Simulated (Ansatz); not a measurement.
# Quasi-harmonic thermodynamics of Y3ZrC (hypothetical, Pm-3m)

How much does Y3ZrC (hypothetical) expand with temperature? The compound is hypothetical: it was made by swapping elements on a known structure type.

Calculated with Ansatz 0.2.0; DFT PBEsol, scalar-relativistic, plane waves, PAW.

### Step 1. The starting structure

Symmetry: Pm-3m, No. 221, cubic system. Conventional cell: a = 4.919 Å, b = 4.919 Å, c = 4.919 Å, α = 90.00°, β = 90.00°, γ = 90.00°. Y has 2 C at 2.46 Å and 4 Zr at 3.48 Å and 8 Y at 3.48 Å nearest. Nearest to Zr lie 12 Y at 3.48 Å. C has 6 Y at 2.46 Å nearest. Farther neighbours are not listed.

Structure file:

```cif
data_structure
_symmetry_space_group_name_H-M 'P 1'
_symmetry_Int_Tables_number 1
_cell_length_a 4.9188
_cell_length_b 4.9188
_cell_length_c 4.9188
_cell_angle_alpha 90.000
_cell_angle_beta 90.000
_cell_angle_gamma 90.000
_cell_volume 119.01
loop_
_atom_site_label
_atom_site_type_symbol
_atom_site_fract_x
_atom_site_fract_y
_atom_site_fract_z
_atom_site_occupancy
Y1 Y 0.50000 0.00000 0.50000 1
Y2 Y 0.50000 0.50000 0.00000 1
Y3 Y 0.00000 0.50000 0.50000 1
Zr4 Zr 0.00000 0.00000 0.00000 1
C5 C 0.50000 0.50000 0.50000 1
```

### Step 2. A first coarse run

Before spending time, one coarse run tells the gap and the pressure of the starting cell.

File input.yaml:

```yaml
crystal:
  lattice:
    - [4.91883, 0.0, 0.0]
    - [0.0, 4.91883, 0.0]
    - [0.0, 0.0, 4.91883]
  atoms:
    - { symbol: "Y", position: [0.5, 0.0, 0.5] }
    - { symbol: "Y", position: [0.5, 0.5, 0.0] }
    - { symbol: "Y", position: [0.0, 0.5, 0.5] }
    - { symbol: Zr, position: [0.0, 0.0, 0.0] }
    - { symbol: C, position: [0.5, 0.5, 0.5] }
kpoints:
  mp_grid: { grid: [4, 4, 4] }
hamiltonian:
  xc: pbesol
scf:
  occupations: { method: gaussian, width: 0.1 }
output:
  forces: true
  stress: true
  eigenvalues: true
```

Run with:

```bash
$ ansatz run input.yaml --threads 4 --pin off --max-ram 16384MiB --backend cpu --events-out ev --progress --plain --runs-dir out
```

Numbers of over 12 decimals in the logs are rounded to 6 here.

Output:

```text
Engine: ansatz 0.2.0, aarch64-unknown-linux-gnu
Pseudopotentials: kind: paw
Pseudopotential: Y, paw, valence charge 11, recommended cutoff 420 eV (normal), Y.paw.azcp
Pseudopotential: Zr, paw, valence charge 12, recommended cutoff 420 eV (normal), Zr.paw.azcp
Pseudopotential: C, paw, valence charge 4, recommended cutoff 420 eV (normal), C.paw.azcp
Functional definition: PBEsol
  exchange = pbesol_x
  correlation = pbesol_c
Crystal: 5 atoms, lattice volume = 119.011 Å³
Basis set: ecut = 420 eV, 2325 PW (Γ), exchange–correlation on 72×72×72 points (8 copies of the dense FFT grid, shifted against one another)
Bands: 30, of which v1, the nominal top of the filled ones, is band 25 counted from 1 (24 counted from 0)
Symmetry: 48 space group operations
Space group: Pm-3m (ITA 221), of the structure as read, at distance tolerance 4.9e-5 Å
k-points: 10 of 64
Non-local potential: Y, projectors of the file, l = 0: 3, l = 1: 2, l = 2: 2, l = 3: 1
Non-local potential: Zr, projectors of the file, l = 0: 3, l = 1: 2, l = 2: 2, l = 3: 2
Non-local potential: C, projectors of the file, l = 0: 2, l = 1: 2, l = 2: 1
PAW form: soft (Blöchl's): semilocal exchange-correlation on the pseudo side does not see the compensation charge
PAW frozen core: Y, regenerated for the run's functional, and the local potential with it (the file was generated under x = pbe(κ = 0.804, μ = 0.219515), c = pbe(β = 0.066725))
PAW frozen core: Zr, regenerated for the run's functional, and the local potential with it (the file was generated under x = pbe(κ = 0.804, μ = 0.219515), c = pbe(β = 0.066725))
PAW frozen core: C, regenerated for the run's functional, and the local potential with it (the file was generated under x = pbe(κ = 0.804, μ = 0.219515), c = pbe(β = 0.066725))
PAW one-centre angular grid: Y, 590 points (default); XC on 64 Gauss nodes
PAW one-centre angular grid: Zr, 590 points (default); XC on 64 Gauss nodes
PAW one-centre angular grid: C, 110 points (default); XC on 64 Gauss nodes
Initial density: superposition of atomic densities (neutral atoms: chi_scale 0, normalization atom), corrected by the library's trained network
Initial wavefunctions: pseudopotential atomic-orbital guess
Functional: x = pbesol(κ = 0.804, μ = 0.123457), c = pbesol(β = 0.046)
SCF iter   1: F=—  HF=-15760.206815 eV  |F-HF|=—  |Δ(HF+E_count)|=         —  Δρ=6.59e-3  dr2=1.24e-1  ethr=1.77e-3  ⟨swp⟩=5.8  Hψ=1223  notcnv=0
preconditioner: auto → Kerker (q_TF=auto, 2.353 Å⁻¹)  [metal: Δε(μ)=0.039 eV  Ē_g=3.299 eV  σ=0.100 eV  W_gap=0.22  n_scr=26 (ndim 8)  ℏωp=14.0 eV  f_vac=0.000  D(μ)=10.35/eV (n_scr^D=122)]
SCF iter   2: F=—  HF=-15760.192980 eV  |F-HF|=—  |Δ(HF+E_count)|=   1.38e-2  Δρ=3.31e-3  dr2=2.83e-2  ethr=2.52e-4  ⟨swp⟩=1.2  Hψ=382  notcnv=0
SCF iter   3: F=—  HF=-15760.189863 eV  |F-HF|=—  |Δ(HF+E_count)|=   3.12e-3  Δρ=4.94e-4  dr2=3.91e-4  ethr=5.77e-5  ⟨swp⟩=2.0  Hψ=337  notcnv=0
SCF iter   4: F=—  HF=-15760.189854 eV  |F-HF|=—  |Δ(HF+E_count)|=   8.16e-6  Δρ=1.35e-4  dr2=2.02e-5  ethr=7.98e-7  ⟨swp⟩=2.0  Hψ=389  notcnv=0
SCF iter   5: F=—  HF=-15760.189869 eV  |F-HF|=—  |Δ(HF+E_count)|=   1.44e-5  Δρ=2.54e-5  dr2=1.31e-6  ethr=4.12e-8  ⟨swp⟩=2.0  Hψ=434  notcnv=0
SCF iter   6: F=-15760.189869 eV  HF=-15760.189869 eV  |F-HF|=6.24e-9  |Δ(HF+E_count)|=   1.47e-7  Δρ=5.22e-6  dr2=3.54e-8  ethr=2.04e-10  ⟨swp⟩=5.5  Hψ=1267  notcnv=0
SCF 1 converged in 6 iterations: F = -15760.189869 eV  dr2 = 3.54e-8
  greatest PAW one-centre occupation: 0.997 electrons in one spin orbital (limit 2), on the Zr atom at site 3 (counted from 0), in its partial waves of l = 0
SCF converged after 6 iterations
Free energy (F): -15760.189869 eV
Harris-Foulkes:  -15760.189869 eV  (|F-HF|=6.24e-9)
Internal energy: -15760.138187 eV  (E = F + TS)
E sigma→0 (E₀):  -15760.164028 eV
Entropy (-TS):   -0.051682 eV (-10.336 meV/atom)
Fermi energy:    10.771480 eV
--- Per-component energies (eV) ---
  E_band       = -413.645356
  E_kinetic    = 1336.067427
  E_local      = -2495.538190  (includes V_loc(G=0)·N_el)
  E_nonlocal   = 265.074257
  E_hartree    = 788.336550
  E_xc         = -723.067323
  E_vxc        = -843.916337  (∫ρ·V_xc dr)
  E_paw        = -11315.527432  (= ΣΔE_a)
  E_vpaw       = -252.003207  (= ΣTr[D̂ρ^β])
  E_aug_tail   = 0.000035  (compensation charges beyond the density's cutoff)
  E_ewald      = -3616.116651
  E_core_change = 0.633139  (= ΣΔE_core)
  E_smearing   = -0.051682  (= −TS)
  E_closure    = 0.000000  (closes the sum)
  Σ components = -15760.189869   (vs F -15760.189869, Δ=0.00e0)
--- Forces (eV/Å), atoms counted from 1 ---
  atom   1  Y     -0.00000000    -0.00000000    -0.00000000
  atom   2  Y      0.00000000    -0.00000000     0.00000000
  atom   3  Y      0.00000000     0.00000000     0.00000000
  atom   4  Zr    -0.00000000     0.00000000     0.00000000
  atom   5  C      0.00000000    -0.00000000    -0.00000000
  max |Σ_I F_I| component: 3.72e-29 eV/Å
--- Stress (GPa, compression-positive) ---
       -0.633551       0.000000       0.000000
        0.000000      -0.633551       0.000000
        0.000000       0.000000      -0.633551
  P = ⅓ Tr σ = -0.6336 GPa (-6.336 kbar)
--- Band table (eV; the first three rows and the last of 10) ---
  k-point 0: bands = [... 21 lower, 9.7471, 9.7471, 10.5463, 10.5463, 10.5463, 12.5457, 12.5457, 12.5457, ... 1 higher]
  k-point 1: bands = [... 21 lower, 9.7219, 9.7219, 10.0168, 10.7335, 10.7335, 11.9854, 12.5445, 12.5445, ... 1 higher]
  k-point 2: bands = [... 21 lower, 9.6722, 9.8218, 10.5473, 11.2007, 11.2292, 11.2292, 11.9197, 11.9197, ... 1 higher]
  k-point 9: bands = [... 21 lower, 10.3744, 10.3744, 10.3744, 11.6386, 11.6386, 11.6386, 11.7586, 11.7586, ... 1 higher]
```

Elapsed: 0.72 s, on 4 threads of Arm Neoverse V2, shared host; peak memory 0.42 GiB; 2.3 s of CPU time.

Numbers from this step:

```yaml
pressure: -0.6336 GPa
volume_per_atom: 23.80 Å³
gap_on_the_k_mesh: 0 eV
```

The start is under -0.63 GPa at this level and looks like a metal on this mesh.

### Step 3. Relaxation

Phonons are second derivatives about a minimum, so cell and atoms are relaxed first, inside the symmetry of the start.

input.yaml, as its differences from that of step 2:

```diff
@@ -12,3 +12,3 @@
 kpoints:
-  mp_grid: { grid: [4, 4, 4] }
+  mp_grid: { grid: [8, 8, 8] }
 hamiltonian:
@@ -21 +21,10 @@
   eigenvalues: true
+  write_density: true
+  write_potential: true
+  elf: true
+  volumetric_format: npy
+relax:
+  adjacent_minimum: "off"
+  f_tol: 0.005
+  max_steps: 80
+  cell: { stress_tol: 0.05 }
```

Output:

```text
[...]
Crystal: 5 atoms, lattice volume = 119.011 Å³
Basis set: ecut = 420 eV, 2325 PW (Γ), exchange–correlation on 72×72×72 points (8 copies of the dense FFT grid, shifted against one another)
Bands: 30, of which v1, the nominal top of the filled ones, is band 25 counted from 1 (24 counted from 0)
Symmetry: 48 space group operations
[...]
k-points: 35 of 512
[...]
SCF iter   1: F=—  HF=-15760.199692 eV  |F-HF|=—  |Δ(HF+E_count)|=         —  Δρ=6.97e-3  dr2=1.34e-1  ethr=1.77e-3  ⟨swp⟩=5.4  Hψ=4303  notcnv=0
[...]
SCF iter   6: F=-15760.181439 eV  HF=-15760.181439 eV  |F-HF|=9.87e-9  |Δ(HF+E_count)|=   2.94e-7  Δρ=5.61e-6  dr2=4.03e-8  ethr=2.04e-10  ⟨swp⟩=7.7  Hψ=6817  notcnv=0
SCF 1 converged in 6 iterations: F = -15760.181439 eV  dr2 = 4.03e-8
[...]
relax step   1: F+E_penalty+E_count = -15760.18143930 eV  Δ(F+E_penalty+E_count) = +0.000e0 eV  max|allowed force component| = 2.590e-29 eV/Å  Δτ_max = 0.0000 Å  P = -0.704 GPa  Ω = 119.011 Å³  (6 SCF iters, dr2 threshold 1.00e-7 eV, accepted)
Crystal: 5 atoms, lattice volume = 116.796 Å³
Basis set: ecut = 420 eV, 2301 PW (Γ), exchange–correlation on 72×72×72 points (8 copies of the dense FFT grid, shifted against one another)
[...]
iter 1 solved again at ethr=3.83e-5 eV; its pass at ethr=3.10e-3 eV (dr2=1.87e-2 eV) is discarded
[...]
SCF iter   6: F=-15760.182089 eV  HF=-15760.182089 eV  |F-HF|=2.61e-9  |Δ(HF+E_count)|=   2.56e-9  Δρ=1.40e-6  dr2=3.99e-9  ethr=2.44e-10  ⟨swp⟩=5.8  Hψ=6173  notcnv=0
SCF 2 converged in 6 iterations: F = -15760.182089 eV  dr2 = 3.99e-9
relax step   2: F+E_penalty+E_count = -15760.18208867 eV  Δ(F+E_penalty+E_count) = -6.494e-4 eV  max|allowed force component| = 3.008e-29 eV/Å  Δτ_max = 0.0000 Å  P = +0.719 GPa  Ω = 116.796 Å³  energy of the carried Pulay correction = +6.204e-4 eV  (6 SCF iters, dr2 threshold 5.00e-7 eV, accepted)
Crystal: 5 atoms, lattice volume = 117.904 Å³
[...]
SCF iter   6: F=-15760.184220 eV  HF=-15760.184220 eV  |F-HF|=2.07e-10  |Δ(HF+E_count)|=   3.37e-9  Δρ=5.63e-7  dr2=5.07e-10  ethr=7.57e-11  ⟨swp⟩=5.2  Hψ=6019  notcnv=0
SCF 3 converged in 6 iterations: F = -15760.184220 eV  dr2 = 5.07e-10
relax step   3: F+E_penalty+E_count = -15760.18422044 eV  Δ(F+E_penalty+E_count) = -2.132e-3 eV  max|allowed force component| = 1.567e-29 eV/Å  Δτ_max = 0.0000 Å  P = -0.008 GPa  Ω = 117.904 Å³  energy of the carried Pulay correction = +3.084e-4 eV  (6 SCF iters, dr2 threshold 5.00e-7 eV, accepted)
[...]
SCF iter   1: F=—  HF=-15760.183957 eV  |F-HF|=—  |Δ(HF+E_count)|=         —  Δρ=1.25e-5  dr2=5.00e-8  ethr=3.09e-7  ⟨swp⟩=2.9  Hψ=6903  notcnv=0
eigensolver tolerance schedule: the retry pair's looser diagonalisation over-reported the residual by 3029.28 of it (diagonalisation noise at 0.43 of the residual, at the tolerance the schedule requests for it); recorded, not acted on — ethr = c·dr2/N_el stays at c = 1.0e-1
[...]
SCF iter   2: F=—  HF=-15760.183971 eV  |F-HF|=—  |Δ(HF+E_count)|=   1.38e-5  Δρ=6.54e-6  dr2=7.06e-9  ethr=1.02e-10  ⟨swp⟩=2.6  Hψ=2071  notcnv=0
[...]
SCF iter   8: F=-15760.183971 eV  HF=-15760.183971 eV  |F-HF|=3.64e-12  |Δ(HF+E_count)|=  3.64e-12  Δρ=2.27e-10  dr2=7.94e-17  ethr=1.00e-12  ⟨swp⟩=2.0  Hψ=3092  notcnv=0
SCF 4 converged in 8 iterations: F = -15760.183971 eV  dr2 = 7.94e-17
relax step   4: F+E_penalty+E_count = -15760.18397062 eV  Δ(F+E_penalty+E_count) = +2.498e-4 eV  max|allowed force component| = 4.549e-30 eV/Å  Δτ_max = 0.0000 Å  P = -0.011 GPa  Ω = 117.904 Å³  stress off target by 1.10e-2 GPa  SCF on the basis re-selected at this cell (its energy is not comparable with the rows above)  (8 SCF iters)
basis re-selected at this cell: Δ(F+E_penalty+E_count) = +2.498e-4 eV, ΔP = -0.003 GPa vs the last step (what re-selecting the basis moved, of the pressure what is left beyond the Pulay correction that the steps carried, after the strain that the cell walked since its last selection, with what the two solves' SCF thresholds leave and, on support functions, any second-order correction that the steps lacked; it is no m [...]
SCF converged after 8 iterations
Free energy (F): -15760.183971 eV
[...]
Internal energy: -15760.130341 eV  (E = F + TS)
E sigma→0 (E₀):  -15760.157156 eV
Entropy (-TS):   -0.053629 eV (-10.726 meV/atom)
Fermi energy:    10.881265 eV
[...]
--- Stress (GPa, compression-positive) ---
       -0.011047       0.000000       0.000000
        0.000000      -0.011047       0.000000
        0.000000       0.000000      -0.011047
  P = ⅓ Tr σ = -0.0110 GPa (-0.110 kbar)
--- Band table (eV; the first three rows and the last of 35) ---
  k-point 0: bands = [... 21 lower, 9.8485, 9.8485, 10.6952, 10.6952, 10.6952, 12.6770, 12.6770, 12.6770, ... 1 higher]
  k-point 1: bands = [... 21 lower, 9.8507, 9.9181, 10.3841, 10.7275, 10.7275, 12.5160, 12.7234, 12.7234, ... 1 higher]
  k-point 2: bands = [... 21 lower, 9.8412, 9.8412, 10.1208, 10.8659, 10.8659, 12.1087, 12.6830, 12.6830, ... 1 higher]
  k-point 34: bands = [... 21 lower, 10.4889, 10.4889, 10.4889, 11.7844, 11.7844, 11.7844, 11.8844, 11.8844, ... 1 higher]
--- Relaxed structure (3 steps of the walk, 3 accepted, 1 SCFs on fresh bases) ---
  F+E_penalty+E_count = -15760.18397062 eV   max|allowed force component| = 4.549e-30 eV/Å   (the final SCF, on the basis selected at the relaxed cell)
  cell:  # Å, volume = 117.9045 Å³
    - [4.903544, 0, 0]
    - [0, 4.903544, 0]
    - [0, 0.0, 4.903544]
  atoms:
    - { symbol: Y, position: [0.5, 0, 0.5] }
    - { symbol: Y, position: [0.5, 0.5, 0] }
    - { symbol: Y, position: [0, 0.5, 0.5] }
    - { symbol: Zr, position: [0, 0, 0] }
    - { symbol: C, position: [0.5, 0.5, 0.5] }
```

The job ended after 7.8 s (4 threads; peak memory 0.51 GiB; 30 s of CPU time).

The steps of the relaxation:

| step | energy less that of the first step (eV) | largest force component (eV/Å) | pressure (GPa) | volume (Å³) |
| --- | --- | --- | --- | --- |
| 1 | 0.0000 | 0.0000 | -0.70 | 119.01 |
| 2 | -0.0006 | 0.0000 | 0.72 | 116.80 |
| 3 | -0.0028 | 0.0000 | -0.01 | 117.90 |
| 4* | -0.0025 | 0.0000 | -0.01 | 117.90 |

Relaxation steps marked * repeat the geometry before them on a plane-wave basis chosen anew for their cell, so energy and pressure can jump there.

Forces are held to the 48 operations that the run works with; a distortion that breaks them can't arise in this run.

| conventional cell, symmetrised | before | after | change |
| --- | --- | --- | --- |
| a (Å) | 4.919 | 4.904 | -0.3 % |
| b (Å) | 4.919 | 4.904 | -0.3 % |
| c (Å) | 4.919 | 4.904 | -0.3 % |
| volume (Å³/atom) | 23.80 | 23.58 | -0.9 % |

Final coordinates:

```xyz
5
Lattice="4.9035 0.0000 0.0000 0.0000 4.9035 0.0000 0.0000 0.0000 4.9035" Properties=species:S:1:pos:R:3 pbc="T T T"
Y     2.4518    0.0000    2.4518
Y     2.4518    2.4518    0.0000
Y     0.0000    2.4518    2.4518
Zr    0.0000    0.0000    0.0000
C     2.4518    2.4518    2.4518
```

Numbers from this step:

* pressure: -0.01105 GPa
* volume per atom: 23.58 Å³

Electrostatic potential energy in the ac plane at fractional y = 0.500, with atoms of Y and C within 0.2 Å of it. With pseudopotentials it is smooth inside the atoms' cores, unlike the true potential.

Ten even steps from '0' (-50 eV) to '9' (14 eV), each cell a mean:
```
99997200148999
99998532478999
99999876789999
88999998999988
45799988999874
02589842699741
00489600288620
01489720489730
23689976899852
67899999999987
89999888899999
99998644579999
99997310258999
99986200048999
```
Columns run along a (4.9 Å; values clipped at the 3rd and 97th percentile), rows up along c (4.9 Å). Atoms in or near the plane, at fractional coordinates: Y at (0.50, 0.00), Y at (0.00, 0.50), C at (0.50, 0.50).

ELF in the ac plane at fractional y = 0.500, with atoms of Y and C within 0.2 Å of it. It is the smooth field of the valence electrons, not physical close to the nuclei.

Ten even steps from '0' (0.09) to '9' (0.83), each cell a mean:
```
86304998981147
54201799840034
11000134300001
21002233321001
97205888872048
99616976883389
59826831683498
79716953783399
99405998982179
53003566652014
00000012100000
32100478620023
76203999971146
87305975992158
```
Columns run along a (4.9 Å), rows up along c (4.9 Å). Atoms in or near the plane, at fractional coordinates: Y at (0.50, 0.00), Y at (0.00, 0.50), C at (0.50, 0.50).

Valence density in the ac plane at fractional y = 0.500, with atoms of Y and C within 0.2 Å of it. It is the smooth field of the valence electrons, not physical close to the nuclei.

Ten even steps from '0' (0.1 e/Å³) to '9' (3.6 e/Å³), each cell a mean:
```
00001599830000
00000256410000
00000011100000
00000000000000
32000011100013
96200133210148
99411244310169
98300234310159
64100122100025
10000001000001
00000001000000
00000134200000
00000489620000
00001699930000
```
Columns run along a (4.9 Å), rows up along c (4.9 Å). Atoms in or near the plane, at fractional coordinates: Y at (0.50, 0.00), Y at (0.00, 0.50), C at (0.50, 0.50).

The relaxation ends with a pressure of -0.01 GPa.

### Step 4. Tight relaxation

The relaxation is repeated with tighter thresholds on force and stress, since phonons are sensitive to what is left; a change of mesh or smearing in the input moves the cell too.

File input.yaml:

```yaml
crystal:
  lattice:
    - [4.9035439828, 0.0, 0.0]
    - [0.0, 4.9035439828, 0.0]
    - [0.0, 0.0, 4.9035439828]
  atoms:
    - { symbol: "Y", position: [0.5, 0.0, 0.5] }
    - { symbol: "Y", position: [0.5, 0.5, 0.0] }
    - { symbol: "Y", position: [0.0, 0.5, 0.5] }
    - { symbol: Zr, position: [0.0, 0.0, 0.0] }
    - { symbol: C, position: [0.5, 0.5, 0.5] }
kpoints:
  mp_grid: { grid: [8, 8, 8] }
hamiltonian:
  xc: pbesol
scf:
  occupations: { method: methfessel_paxton, width: 0.2 }
output:
  forces: true
  stress: true
  eigenvalues: true
relax:
  adjacent_minimum: "off"
  f_tol: 0.001
  max_steps: 60
  cell: { stress_tol: 0.01 }
```

Output:

```text
[...]
Crystal: 5 atoms, lattice volume = 117.904 Å³
Basis set: ecut = 420 eV, 2325 PW (Γ), exchange–correlation on 72×72×72 points (8 copies of the dense FFT grid, shifted against one another)
Bands: 30, of which v1, the nominal top of the filled ones, is band 25 counted from 1 (24 counted from 0)
Symmetry: 48 space group operations
[...]
k-points: 35 of 512
[...]
--- Relaxed structure (3 steps of the walk, 3 accepted, 1 SCFs on fresh bases) ---
[...]
cell:  # Å, volume = 117.8332 Å³
    - [4.902556, 0, 0]
    - [0, 4.902556, 0]
    - [0, 0, 4.902556]
  atoms:
    - { symbol: Y, position: [0.5, 0, 0.5] }
    - { symbol: Y, position: [0.5, 0.5, 0] }
    - { symbol: Y, position: [0, 0.5, 0.5] }
    - { symbol: Zr, position: [0, 0, 0] }
    - { symbol: C, position: [0.5, 0.5, 0.5] }
[key lines of the parts left out:]
SCF converged after 7 iterations
Free energy (F): -15760.162936 eV
Fermi energy:    10.893178 eV
P = ⅓ Tr σ = -0.0002 GPa (-0.002 kbar)
```

The job ended after 6.8 s (4 threads; peak memory 0.51 GiB; 26 s of CPU time).

Little changed from the start: no atom moved by 0.005 Å and no cell edge by 0.1 %.

Numbers from this step:

| Item | Value |
| --- | --- |
| pressure | -1.80e-4 GPa |
| volume per atom | 23.57 Å³ |

The residual pressure is -1.8e-4 GPa, small enough for phonons.

### Step 5. An input with a fault

This input was changed on purpose, to see how the program answers.

File input.yaml:

```yaml
crystal:
  lattice:
    - [4.902556353, 0.0, 0.0]
    - [0.0, 4.902556353, 0.0]
    - [0.0, 0.0, 4.902556353]
  atoms:
    - { symbol: "Y", position: [0.5, 0.0, 0.5] }
    - { symbol: "Y", position: [0.5, 0.5, 0.0] }
    - { symbol: "Y", position: [0.0, 0.5, 0.5] }
    - { symbol: Zr, position: [0.0, 0.0, 0.0] }
    - { symbol: C, position: [0.5, 0.5, 0.5] }
kpoints:
  mp_grid: { grid: [9, 9, 9] }
hamiltonian:
  xc: pbesol
scf:
  occupations: { method: methfessel_paxton, width: 0.2 }
  max_iter: 100
output:
  eigenvalues: true
phonons:
  supercell: [2, 2, 2]
  thermal_expansion: {}
```

Output:

```text
Error: 3 input errors — fix all and re-run
  1. invalid value for `phonons.supercell`: axis 0: the count 2 must divide kpoints.mp_grid.grid dimension 9 — the displaced supercells solve the k-mesh folded onto them, whose points must be the deck's own; the next dimension that the batch's repeats divide is 10
  2. invalid value for `phonons.supercell`: axis 1: the count 2 must divide kpoints.mp_grid.grid dimension 9 — the displaced supercells solve the k-mesh folded onto them, whose points must be the deck's own; the next dimension that the batch's repeats divide is 10
  3. invalid value for `phonons.supercell`: axis 2: the count 2 must divide kpoints.mp_grid.grid dimension 9 — the displaced supercells solve the k-mesh folded onto them, whose points must be the deck's own; the next dimension that the batch's repeats divide is 10
```

The job ended after 0.02 s (4 threads; peak memory 0.031 GiB).

The input was rejected at the start.

The program's message: “Error: 3 input errors — fix all and re-run
  1. invalid value for `phonons.supercell`: axis 0: the count 2 must divide kpoints.mp_grid.grid dimension 9 — the displaced supercells solve the k-mesh fold …”

The fault put into the input: a k mesh that the supercell doesn't divide.

(Continued in part 2 of 2.)

[Logs are printed without paths, hosts, clocks, repeated set-up lines and the standing remarks that a program may print on its own settings, such as how far it seeks lower states.]

[Hosts, paths, dates, database ids (printed as entryN), source tags and the programs' standing remarks are cut or masked in the printed files.]

[A step with changed settings may run another functional than the one named; its input shows which.]

[Pressures of single members of a volume series are the stress at the run's cutoff; with an incomplete basis they can lie off −dE/dV of the same runs, and they are not shown converged.]
